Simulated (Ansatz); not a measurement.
# LiMgBr3 (model cell, started as cubic perovskite with Mg in the octahedra): following an unstable mode, part 3 of 3

Wanted: the energy along a soft mode of LiMgBr3 (model cell, started as cubic perovskite with Mg in the octahedra) and the structure at the end.

Ansatz 0.2.0; DFT PBEsol, scalar-relativistic, plane waves, PAW; PAW set soft_1.

So far. Step 5 (Energy along the mode, all amplitudes (two of the runs …): The lowest of the steps tried is the last one, at 0.6 Å, 25.9 meV/atom below the parent; the bottom of the well need not coincide with a step. Step 7 (The new phase in its own primitive cell): The largest force component left is 0.67 meV/Å and the pressure is 0.004 GPa, within the tolerances set. The cell now holds 29.44 Å³/atom. The relaxed cell has a = 7.487, c = 10.506 Å (conventional setting).

The structure was built from a prototype and need not be the compound's stable phase.

## 8. Modes of the new phase, k-mesh 4×4×4

A relaxed structure may still be a saddle point, so its zone-centre modes are computed. The response to a homogeneous field gives the Born charges and the dielectric tensor.

Input file input.yaml:

```yaml
crystal:
  lattice:
    - [-3.7434320614, 3.7434320614, 5.252781399]
    - [3.7434320614, -3.7434320614, 5.252781399]
    - [3.7434320614, 3.7434320614, -5.252781399]
  atoms:
    - { symbol: Li, position: [0.6291958869, 0.6291958869, 0.0] }
    - { symbol: Li, position: [0.3708041131, 0.3708041131, 0.0] }
    - { symbol: Mg, position: [0.5, 0.0, 0.5] }
    - { symbol: Mg, position: [0.0, 0.5, 0.5] }
    - { symbol: Br, position: [0.7293119332, 0.2706880668, 0.0] }
    - { symbol: Br, position: [0.2706880668, 0.7293119332, 0.0] }
    - { symbol: Br, position: [0.75, 0.25, 0.5] }
    - { symbol: Br, position: [0.25, 0.75, 0.5] }
    - { symbol: Br, position: [0.2706880668, 0.2706880668, 0.5413761336] }
    - { symbol: Br, position: [0.7293119332, 0.7293119332, 0.4586238664] }
kpoints:
  mp_grid: { grid: [4, 4, 4] }
hamiltonian:
  xc: pbesol
  pseudopotentials: { kind: paw, azcp: { folder: soft_1 }, xc_functional: pbe }
scf:
  occupations: { method: fixed }
output:
  eigenvalues: true
phonons:
  method: dfpt
  dielectric: true
  rigid_motions: translations
```

Command:

```sh
$ ansatz run input.yaml --threads 8 --pin off --max-ram 16384MiB --backend cpu --events-out ev --progress --plain --runs-dir out
```

Numbers of over 12 decimals in the logs are rounded to 6 here.

The log of the run:

```text
[...]
Crystal: 10 atoms, lattice volume = 294.435 Å³
Basis set: ecut = 420 eV, 5785 PW (Γ), exchange–correlation on 100×100×100 points (8 copies of the dense FFT grid, shifted against one another)
Bands: 44, of which v1, the nominal top of the filled ones, is band 34 counted from 1 (33 counted from 0)
Symmetry: 16 space group operations
k-points: 36 of 64 (irreducible under 1 space group operation, time reversal used)
[...]
SCF iter   1: F=—  HF=-20663.305947 eV  |F-HF|=—  |Δ(HF+E_count)|=         —  Δρ=3.59e-2  dr2=3.48e0  ethr=3.10e-3  ⟨swp⟩=4.9  Hψ=6111  notcnv=0  defer=235
[...]
SCF iter  11: F=-20662.199568 eV  HF=-20662.199568 eV  |F-HF|=4.37e-11  |Δ(HF+E_count)|=  3.06e-10  Δρ=5.51e-8  dr2=2.00e-11  ethr=1.00e-12  ⟨swp⟩=21.6  Hψ=12353  notcnv=0
SCF 1 converged in 11 iterations: F = -20662.199568 eV  dr2 = 2.00e-11
[...]
NSCF: frozen V_eff on 3 k-points
DFPT response loops at Γ: preconditioner auto → none (the input reference at scf.mixing.eps_inf says where Resta's filter doesn't serve); β = 0.50; Broyden in place of MSR1
── the response to a field inside a basis, on 4×4×4 k-points: an SCF that follows is theirs, and a resumed run solves both again ──
Bands: 35, of which v1, the nominal top of the filled ones, is band 34 counted from 1 (33 counted from 0)
k-points: 11 of 64
[...]
Eigensolver: Dense (11 Hₖ)
SCF iter   1: F=—  HF=-20662.083709 eV  |F-HF|=—  |Δ(HF+E_count)|=         —  Δρ=1.79e-4  dr2=5.14e-5  ethr=1.00e-1
[...]
SCF iter   4: F=-20662.083767 eV  HF=-20662.083766 eV  |F-HF|=7.20e-8  |Δ(HF+E_count)|=   4.47e-7  Δρ=2.26e-6  dr2=4.45e-8  ethr=5.74e-10
SCF 1 converged in 4 iterations: F = -20662.083767 eV  dr2 = 4.45e-8
[...]
SCF converged after 11 iterations
Free energy (F): -20662.199568 eV
[...]
Internal energy: -20662.199568 eV  (E = F + TS)
E sigma→0 (E₀):  -20662.199568 eV
Fermi energy:    1.454614 eV
[...]
--- Band table (eV; the first three rows and the last of 36) ---
  k-point 0: bands = [... 30 lower, 1.0178, 1.0199, 1.4515, 1.4515, 4.0965, 5.4084, 6.1430, 7.0643, ... 6 higher]
  k-point 1: bands = [... 30 lower, 0.7847, 1.0336, 1.0592, 1.4534, 5.0479, 5.9750, 6.5481, 7.4547, ... 6 higher]
  k-point 2: bands = [... 30 lower, 0.5660, 0.5701, 1.0434, 1.4546, 6.3527, 7.1496, 7.2679, 7.3792, ... 6 higher]
  k-point 35: bands = [... 30 lower, 0.4276, 0.4825, 0.4825, 1.0117, 6.3125, 6.4112, 7.1077, 7.3841, ... 6 higher]
--- Phonons (Γ-DFPT): 9 representative perturbations + reference, on 36 of 64 k-points (Σ response iterations 30) ---
  k mesh reduced under 1 symmetry operation, with k and −k counted as one. Each operation leaves every solved perturbation unchanged. A smaller set is not considered because the run solves the response to a homogeneous field
  ASR residual: 4.912e-5 → 0.000e0 eV/Å²; symmetrization residual: 3.204e-6 eV/Å²
  ASR residual per site (eV/Å²): 1.51e-5 1.51e-5 8.68e-6 8.68e-6 4.91e-5 4.91e-5 2.31e-5 2.31e-5 4.91e-5 4.91e-5
  Γ frequencies (cm⁻¹): -66.92 -66.92 -34.46 -9.22 -9.22 0.00 0.00 0.00 25.35 25.35 43.01 75.08 80.05 80.05 92.20 92.20 108.20 110.14 110.14 111.09 112.69 153.78 188.65 212.36 212.36 212.72 258.27 276.12 276.12 299.29
  ε∞ (high-frequency dielectric tensor):
        3.108242     0.000000     0.000000
        0.000000     3.108242     0.000000
        0.000000     0.000000     3.044712
  softest optical mode at Γ: -66.92 cm⁻¹; the repairs (sum rule, projections) moved no ω² at Γ by more than (2.09 cm⁻¹)²
  Born effective charges Z* (e; rows j = field, columns β = displacement):
    site 0:
         1.24329   -0.00000    0.00000
         0.00000    1.24329    0.00000
        -0.00000   -0.00000    0.95028
    site 1:
         1.24329   -0.00000    0.00000
         0.00000    1.24329    0.00000
        -0.00000   -0.00000    0.95028
    site 2:
         2.82108   -0.00000    0.00000
        -0.00000    1.89575    0.00000
        -0.00000    0.00000    2.48328
    site 3:
         1.89575   -0.00000    0.00000
        -0.00000    2.82108   -0.00000
        -0.00000   -0.00000    2.48328
    site 4:
        -1.42848   -0.48251   -0.00000
        -0.48251   -1.42848    0.00000
         0.00000    0.00000   -0.62439
    site 5:
        -1.42848   -0.48251   -0.00000
        -0.48251   -1.42848    0.00000
        -0.00000    0.00000   -0.62439
    site 6:
        -0.74474   -0.00000    0.00000
         0.00000   -0.74474    0.00000
         0.00000   -0.00000   -2.18478
    site 7:
        -0.74474   -0.00000   -0.00000
         0.00000   -0.74474   -0.00000
         0.00000    0.00000   -2.18478
    site 8:
        -1.42848    0.48251   -0.00000
         0.48251   -1.42848   -0.00000
        -0.00000   -0.00000   -0.62439
    site 9:
        -1.42848    0.48251   -0.00000
         0.48251   -1.42848   -0.00000
        -0.00000   -0.00000   -0.62439
  Z* charge neutrality: 1.695e-2 e pre-enforcement
  solved inside a basis spanned on kpoints, on 4×4×4 k-points, its susceptibility summed on 6×6×6: ε∞ is read to err by 1.7e-2, Z* by 2.7e-2 e (field_mesh: kpoints solves on kpoints); Z* is corrected for what the basis lacks
  optical modes at Γ without the LO–TO term, one row a degenerate level:
      ω (cm⁻¹)  modes    IR ((D/Å)²/amu)
        -66.92      2             0.0000
        -34.46      1             0.0000
         -9.22      2             0.0000
         25.35      2             3.8896
         43.01      1             0.0000
         75.08      1             0.9157
         80.05      2             0.0000
[...]
optical modes at Γ + LO–TO along q̂ = [1.0000, 0.0000, 0.0000]:
      ω (cm⁻¹)  modes    IR ((D/Å)²/amu)
[...]
optical modes at Γ + LO–TO along q̂ = [0.0000, 1.0000, 0.0000]:
      ω (cm⁻¹)  modes    IR ((D/Å)²/amu)
[...]
optical modes at Γ + LO–TO along q̂ = [0.0000, 0.0000, 1.0000]:
      ω (cm⁻¹)  modes    IR ((D/Å)²/amu)
[...]
92.20      2             0.5416
        108.20      1             0.0000
        110.14      2            17.8474
        111.09      1             0.0000
        112.69      1             0.0000
        174.03      1             0.7519
        188.65      1             0.0000
        212.36      2            25.9766
        258.27      1             0.0000
        276.12      2             0.1222
        295.99      1            20.0542
        299.29      1             0.0000
```

Wall time 88 s (8 threads of Arm Neoverse V2, shared host); peak memory 2.4 GiB.

Numbers from this step:

```
sum-rule residual before enforcement                    : 4.91e-5 eV/Å²
miss of the charge sum rule                             : 0.01695 e
estimated error of the dielectric tensor                : 0.01659
estimated error of the Born charges                     : 0.02674 e
point group                                             : 4/mmm
highest optical mode at the zone centre (no LO-TO term) : 299.3 cm⁻¹
lowest optical zone-centre mode                         : -66.92 cm⁻¹
mean high-frequency dielectric constant                 : 3.087
largest Born charge (third of the trace)                : 2.400 e
top of the zone-centre spectrum with the field          : 300.9 cm⁻¹
```

Without the LO-TO term. Patterns of degenerate modes are one choice out of their space. The modes at Γ (shares of kinetic energy by element, %) (negative means imaginary):

```tsv
mode	frequency (cm⁻¹)	symmetry	Li %	Mg %	Br %
1	-66.9	Eg	60	0	40
2	-66.9	Eg	60	0	40
3	-34.5	B2g	0	0	100
4	-9.2	Eg	37	0	63
5	-9.2	Eg	37	0	63
6	0.0	acoustic	3	9	88
7	0.0	acoustic	3	9	88
8	0.0	acoustic	3	9	88
9	25.4	Eu	13	2	85
10	25.4	Eu	13	2	85
11	43.0	B1u	0	0	100
12	75.1	A2u	2	30	68
13	80.0	Eg	3	0	97
14	80.0	Eg	3	0	97
15	92.2	Eu	8	36	56
16	92.2	Eu	8	36	56
17	108.2	A2g	0	0	100
18	110.1	Eu	59	13	28
19	110.1	Eu	59	13	28
20	111.1	A1g	0	0	100
21	112.7	B1g	0	0	100
22	153.8	A2u	95	0	4
23	188.7	B1g	0	0	100
24	212.4	Eu	2	57	42
25	212.4	Eu	2	57	42
26	212.7	A2u	0	61	39
27	258.3	B2u	0	100	0
28	276.1	Eu	15	84	0
29	276.1	Eu	15	84	0
30	299.3	A1g	100	0	0
```

Displacements in mode 2 (-66.9 cm⁻¹), the largest set to 1:
```
Li1 -1.00  0.12  0.00
Li2  1.00 -0.12  0.00
Mg3  0.00  0.00  0.00
Mg4  0.00  0.00  0.00
Br5  0.00  0.00 -0.10
Br6  0.00  0.00  0.10
Br7  0.21  0.03  0.00
Br8 -0.21 -0.03  0.00
Br9  0.00  0.00 -0.08
Br10 0.00  0.00  0.08
```

Displacements in mode 27 (258.3 cm⁻¹), the largest set to 1:
```
Li1  0.00  0.00  0.00
Li2  0.00  0.00  0.00
Mg3  0.00  0.00  1.00
Mg4  0.00  0.00 -1.00
Br5  0.00  0.00  0.00
Br6  0.00  0.00  0.00
Br7  0.00  0.00  0.00
Br8  0.00  0.00  0.00
Br9  0.00  0.00  0.00
Br10 0.00  0.00  0.00
```

Optical modes at the zone centre, without and with the macroscopic field of the longitudinal modes; each column is sorted by frequency, so a row need not hold one and the same mode. Modes with and without the field, by row:

```tsv
rank among optical modes	no field (cm⁻¹)	q along (1, 0, 0) (cm⁻¹)	q along (0, 0, 1) (cm⁻¹)
1	-66.9	-66.9	-66.9
2	-66.9	-66.9	-66.9
3	-34.5	-34.5	-34.5
4	-9.2	-9.2	-9.2
5	-9.2	-9.2	-9.2
6	25.4	25.4	25.4
7	25.4	42.8	25.4
8	43	43	43
9	75.1	75.1	80
10	80	80	80
11	80	80	80
12	92.2	92.2	92.2
13	92.2	92.7	92.2
14	108.2	108.2	108.2
15	110.1	110.1	110.1
16	110.1	111.1	110.1
17	111.1	112.7	111.1
18	112.7	149	112.7
19	153.8	153.8	174
20	188.7	188.7	188.7
21	212.4	212.4	212.4
22	212.4	212.7	212.4
23	212.7	258.3	258.3
24	258.3	275.4	276.1
25	276.1	276.1	276.1
26	276.1	299.3	296
27	299.3	300.9	299.3
```

Born charge (rows field, columns displacement) (e), principal values of the symmetric part by kind of site:

```tsv
atom	atoms with these values	low	middle	high	mean
Li1	2	0.95	1.24	1.24	1.15
Mg3	2	1.90	2.48	2.82	2.40
Br5	4	-1.91	-0.95	-0.62	-1.16
Br7	2	-2.18	-0.74	-0.74	-1.22
```

In full for Li1:

```
1.24 0.00 0.00
0.00 1.24 0.00
0.00 0.00 0.95
```

High-frequency dielectric tensor:

```
3.11 0.00 0.00
0.00 3.11 0.00
0.00 0.00 3.04
```

Transverse modes; imaginary modes are left out. Lines of the infrared spectrum (strongest = 100):

```tsv
position (cm⁻¹)	relative intensity
25	15
43	0.0
75	3.5
80	0.0
92	2.1
108	0.0
110	69
111	0.0
113	0.0
154	30
189	0.0
212	100
213	47
258	0.0
276	0.5
299	0.0
```

Before it was imposed, the acoustic sum rule was missed by 4.9e-5 eV/Å² and the charge sum rule by 0.017 e. Small misses are needed for a sound result but don't prove that mesh and cutoff are converged. The lowest optical mode is imaginary, 66.9i cm⁻¹, so the energy falls along it.

## 9. Results

| Item | Value |
| --- | --- |
| unstable mode of the parent | q = (-0.5, -0.5, -0.5), 173i cm⁻¹ |
| depth at the lowest point sampled | 25.9 meV/atom |
| largest atomic shift at that point | 0.6 Å |
| space group reached (within 0.01 Å) | I4/mmm |
| energy gained over the parent (first relaxation, on the mesh of the frozen mode) | 79.8 meV/atom |
| volume per atom, phase reached | 29.4 Å³ |
| gap on the k-mesh, phase reached | 2.64 eV |
| lowest optical zone-centre mode, phase reached | -66.9 cm⁻¹ |
| highest optical mode at the zone centre (no LO-TO term), phase reached | 299 cm⁻¹ |

What this shows: Along this mode the structure falls into I4/mmm, 79.8 meV/atom below the parent. At the parent's cell the well is 25.90 meV/atom deep on the steps tried, with its lowest point at a shift of 0.6 Å. That is the last step tried, so the steps alone don't bracket the bottom of the well. Relaxing atoms and cell changes the gain by +53.91 meV/atom against the lowest step (energies at zero smearing). Most of the total comes from this relaxation. The new phase still has an imaginary mode at the zone centre of its cell, so it is a saddle point on the way to a lower structure. Of the 6 patterns followed to their end from this parent, this one ends 97.2 meV/atom above the lowest, Imma. Each path keeps the symmetry of its pattern, so a lower phase may lie along a pattern not tried. The PAW files were made for PBE and serve the other functionals too. The starting cell was built on a prototype and not taken from a measurement, so the phase need not exist.

[Logs are printed without paths, hosts, clocks, repeated set-up lines and the standing remarks that a program may print on its own settings, such as how far it seeks lower states.]

[Hosts, paths, dates, database ids (printed as entryN), source tags and the programs' standing remarks are cut or masked in the printed files.]
